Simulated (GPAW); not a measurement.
**ZnCu: optical spectrum from first principles**

Aim: the dielectric function of ZnCu, and the optical constants that follow from it.

Calculated with GPAW 26.7.0; DFT, PBE, plane-wave PAW (GPAW data sets), scalar-relativistic, RPA, optical limit.

Most raw output is cut from this account.

### Step 1. Set-up

Symmetry: Pm-3m, No. 221, cubic system. Conventional cell: a = 2.945 Å, b = 2.945 Å, c = 2.945 Å, α = 90.00°, β = 90.00°, γ = 90.00°. Zn has 8 Cu at 2.55 Å nearest. Cu has 8 Zn at 2.55 Å nearest. Farther neighbours are not listed.

### Step 2. Ground state

First the ground state: is it a metal or has it a gap?

This step: DFT, PBE, plane-wave PAW (GPAW data sets), scalar-relativistic, ground state (GPAW 26.7.0).

File gs.py:

```python
from ase import Atoms
from ase.dft.bandgap import bandgap
from gpaw import GPAW, PW, FermiDirac

atoms = Atoms(['Zn', 'Cu'],
              cell=[[2.945000000000, 0.000000000000, 0.000000000000],
                    [0.000000000000, 2.945000000000, 0.000000000000],
                    [0.000000000000, 0.000000000000, 2.945000000000]],
              scaled_positions=[[0.500000000000, 0.500000000000, 0.500000000000],
                                [0.000000000000, 0.000000000000, 0.000000000000]],
              pbc=[True, True, True])
atoms.calc = GPAW(mode=PW(500), xc='PBE', kpts={'size': (8, 8, 8), 'gamma': True},
                  occupations=FermiDirac(0.05), maxiter=150, txt='gs.txt')
print('energy (eV)', atoms.get_potential_energy())
print('Fermi level (eV)', atoms.calc.get_fermi_level())
print('valence electrons', atoms.calc.get_number_of_electrons())
print('gap (eV)', bandgap(atoms.calc, output=None)[0])
print('direct gap (eV)', bandgap(atoms.calc, direct=True, output=None)[0])
atoms.calc.write('gs.gpw')
```

Command:

```
OMP_NUM_THREADS=1 python gs.py
```

Elapsed: 7.2 s, on 1 thread of Arm Neoverse V2, shared host; peak memory 0.13 GiB.

Numbers from this step:

| Property | Result |
| --- | --- |
| energy | -5.052 eV |
| Fermi energy | 7.640 eV |
| electrons | 23 |

There are states at the Fermi level within the smearing, so the occupations stay smeared and the carriers get a Drude term.

### Step 3. Bands for the response

The response needs many more empty bands than the density does.

This step: DFT, PBE, plane-wave PAW (GPAW data sets), scalar-relativistic, bands at fixed density (GPAW 26.7.0).

File nscf.py:

```python
from ase.dft.bandgap import bandgap
from gpaw import GPAW, FermiDirac

calc = GPAW('gs.gpw').fixed_density(kpts={'size': (15, 15, 15), 'gamma': True}, nbands=33, convergence={'bands': 27},
                                    occupations=FermiDirac(0.05), txt='nscf.txt')
print('gap (eV)', bandgap(calc, output=None)[0])
print('direct gap (eV)', bandgap(calc, direct=True, output=None)[0])
print('top band over the Fermi level (eV)', min(calc.get_eigenvalues(kpt=k)[26] for k in range(len(calc.get_ibz_k_points()))) - calc.get_fermi_level())
calc.write('full.gpw', mode='all')
```

Command:

```
OMP_NUM_THREADS=1 python nscf.py
```

The job ended after 37 s (1 thread; peak memory 0.2 GiB).

### Step 4. Dielectric function, RPA

Local fields let the induced charge screen the field inside the cell, which as a rule lowers ε, most along directions where the density is uneven.

This step: DFT, PBE, plane-wave PAW (GPAW data sets), scalar-relativistic, RPA, optical limit (GPAW 26.7.0).

File df.py:

```python
from gpaw.response.df import DielectricFunction

df = DielectricFunction('full.gpw', frequencies={'type': 'nonlinear', 'domega0': 0.03, 'omega2': 8},
                        ecut=50,
                        eta=0.15,
                        nbands=27,
                        rate=0.05,
                        txt='df.txt')
for direction in ['x']:
    df.get_dielectric_function(xc='RPA', direction=direction, filename=f'df_{direction}.csv')
```

Command:

```
OMP_NUM_THREADS=1 python df.py
```

Elapsed: 6.8 s, on 1 thread; peak memory 0.25 GiB.

Some rows of df_x.csv (energy; Re and Im without local fields; Re and Im with them):

```text
0.000000, 43032.194521, -0.000000, 43032.168288, -0.000000
0.460735, -481.698659, 107.512072, -481.726051, 107.510823
0.943989, -111.914193, 12.939141, -111.943428, 12.934846
1.451455, -42.288158, 3.865308, -42.327534, 3.860637
1.984998, -16.651463, 2.417399, -16.719081, 2.401162
2.546682, -4.353988, 7.334653, -4.428525, 7.210079
3.138794, -5.054417, 12.945346, -4.878434, 12.766708
3.763875, -7.119955, 9.660023, -7.019269, 9.714027
4.424758, -5.066231, 5.203666, -5.028787, 5.187456
5.124608, -4.437929, 4.602981, -4.415319, 4.701214
5.866977, -3.134874, 3.567980, -3.124793, 3.609886
6.655862, -2.343203, 3.841724, -2.309484, 3.903690
7.495775, -2.151128, 2.624057, -2.168011, 2.658405
8.391833, -1.519021, 2.238479, -1.541038, 2.263457
9.349861, -1.319961, 1.619789, -1.336972, 1.652168
10.376517, -1.009234, 1.462479, -1.033234, 1.466619
11.479449, -0.643436, 1.042829, -0.677035, 1.051673
12.667487, -0.439873, 0.876263, -0.462133, 0.862774
13.950874, -0.197052, 0.786029, -0.220473, 0.771324
```

Sum at mesh points, not converged in k. Table of Im ε, E ∥ x by photon energy; read off at these points:

```csv
photon energy (eV),"Im ε, E ∥ x"
0.500,84.8
0.750,25.4
1.000,10.9
1.250,5.76
1.500,3.56
1.750,2.59
2.000,2.42
2.250,3.71
2.500,6.66
2.750,7.86
3.000,13.2
3.058,13.4
3.250,11.7
3.426,13.6
3.500,12.7
3.750,9.72
4.000,7.67
4.250,5.88
4.500,5.40
4.750,5.81
5.000,5.09
5.250,4.33
5.500,4.23
5.750,3.58
6.000,3.33
6.250,3.22
6.500,3.62
6.750,3.76
7.000,3.22
7.250,2.64
7.500,2.66
7.750,2.21
8.000,2.19
8.250,2.24
8.500,2.28
8.750,2.12
9.000,1.76
9.250,1.67
9.500,1.61
9.750,1.47
10.000,1.44
10.250,1.53
10.500,1.37
10.750,1.29
11.000,1.21
11.250,1.17
11.500,1.05
11.750,1.10
12.000,1.08
12.250,0.957
12.500,0.912
12.750,0.830
13.000,0.814
13.250,0.883
13.500,0.872
13.750,0.787
```

Values under 1 per cm are given as 1; sum at mesh points, not converged in k. Table of absorption coefficient, E ∥ x by photon energy:

photon energy (eV), log10 absorption coefficient, E ∥ x (1/cm) and a bar from the least value:
```
    0.492        6.0 ####################
    1.010        6.0 ###################
    1.486        6.0 ################
    1.985        5.9 ##########
    2.508        5.8 
    3.018        5.9 #############
    3.510        6.1 #########################
    3.980        6.1 ############################
    4.516        6.0 ######################
    4.981        6.1 ##########################
    5.515        6.1 ##########################
    6.021        6.1 #########################
    6.494        6.1 ########################
    6.985        6.1 ##############################
    7.496        6.1 ############################
    8.026        6.1 ##########################
    8.516        6.1 ############################
    9.023        6.1 #############################
    9.483        6.1 ############################
   10.026        6.1 #########################
   10.519        6.1 ###########################
   11.029        6.1 #########################
   11.479        6.1 ########################
   12.023        6.1 #########################
   12.504        6.0 ######################
   13.000        6.0 ###################
   13.512        6.0 #####################
```

Sum at mesh points, not converged in k. Table of Im ε, E ∥ x by photon energy; read off at these points:

```csv
photon energy (eV),without local fields,with local fields
0.50,84.8,84.8
1.00,10.9,10.9
1.50,3.57,3.56
2.00,2.44,2.42
2.50,6.78,6.66
3.00,13.5,13.2
3.43,13.6,13.6
3.50,12.6,12.7
4.00,7.61,7.67
4.50,5.42,5.40
5.00,4.97,5.09
5.50,4.18,4.23
6.00,3.30,3.33
6.50,3.58,3.62
7.00,3.14,3.22
7.50,2.62,2.66
8.00,2.16,2.19
8.50,2.25,2.28
9.00,1.75,1.76
9.50,1.58,1.61
10.00,1.43,1.44
10.50,1.37,1.37
11.00,1.21,1.21
11.50,1.05,1.05
12.00,1.08,1.08
12.50,0.923,0.912
13.00,0.824,0.814
13.50,0.876,0.872
```

Sum at mesh points, not converged in k. Table of reflectivity at normal incidence, E ∥ x by photon energy; read off at these points:

photon energy (eV), reflectivity at normal incidence, E ∥ x (%) and a bar from the least value:
```
     0.50       98.0 ##############################
     1.00       97.8 ##############################
     1.50       97.2 ##############################
     2.00       93.3 ############################
     2.50       55.2 ############
     3.00       51.2 ###########
     3.50       60.8 ###############
     4.00       65.5 ################
     4.50       56.8 #############
     5.00       57.6 #############
     5.50       54.4 ############
     6.00       51.9 ###########
     6.50       42.5 #######
     7.00       50.4 ##########
     7.10       51.4 ###########
     7.50       47.3 #########
     8.00       43.9 ########
     8.50       41.9 #######
     8.89       46.5 #########
     9.00       46.2 ########
     9.50       42.4 #######
    10.00       37.8 #####
    10.50       39.2 ######
    11.00       36.7 #####
    11.50       35.1 ####
    12.00       33.2 ###
    12.50       32.1 ###
    13.00       27.1 #
    13.50       25.8
```

Sum at mesh points, not converged in k. The loss function −Im 1/ε at q → 0, E ∥ x by energy loss; read off at these points:

```csv
energy loss (eV),"loss function −Im 1/ε at q → 0, E ∥ x"
0.5,4.8e-4
1.0,0.00110
1.5,0.00232
2.0,0.00903
2.5,0.101
3.0,0.0728
3.5,0.0590
4.0,0.0637
4.5,0.107
5.0,0.107
5.5,0.133
6.0,0.167
6.5,0.213
7.0,0.180
7.5,0.226
8.0,0.286
8.5,0.296
9.0,0.310
9.5,0.376
10.0,0.477
10.5,0.475
11.0,0.571
11.5,0.680
12.0,0.706
12.5,0.854
13.0,1.09
13.5,1.04
```

At chosen wavelengths:

```csv
wavelength (nm),n,k,R (%),1/α
1550,0.83,12.622,97.9,9.8 nm
1064,0.42,8.424,97.7,10 nm
532,0.82,2.802,70.6,15 nm
450,1.78,2.228,43.9,16 nm
308,1.21,3.035,65.7,8.1 nm
248,1.06,2.400,57.6,8.2 nm
193,0.99,1.736,43.2,8.8 nm
```

In reflection the computed colour is yellow: x = 0.370, y = 0.378, luminous reflectivity 78 %.

### Step 5. Outcome

**Reading.** At this level (PBE, RPA) ZnCu is a metal. The mesh is too coarse to trust the carriers' weight, the reflectivity or the colour to better than tens of per cent. In reflection the computed colour is yellow: x = 0.370, y = 0.378, luminous reflectivity 78 %. The carriers' damping of 0.05 eV is typed, not computed; it shapes the response at the lowest energies. In this version of GPAW the matrix elements of the optical limit are incomplete, which can lower ε − 1 by up to a tenth where first-row anions or d states rule, and shift it by more in d metals. GPAW's carrier term has the form −ωp²/(ω + i·rate)², which damps like twice the rate and fails at low energy, so the curves leave the lowest energies out. The sum runs over mesh points 0.14 Å⁻¹ apart with no interpolation, so peaks are partly noise of the mesh, and the Drude plasma energy, a sum over the Fermi surface, isn't converged.

[Machine, clock and banner lines and Python warnings are left out of the logs.]

[Logs are printed without paths, hosts, clocks, repeated set-up lines and the standing remarks that a program may print on its own settings, such as how far it seeks lower states.]

[Hosts, paths, dates, database ids (printed as entryN), source tags and the programs' standing remarks are cut or masked in the printed files.]
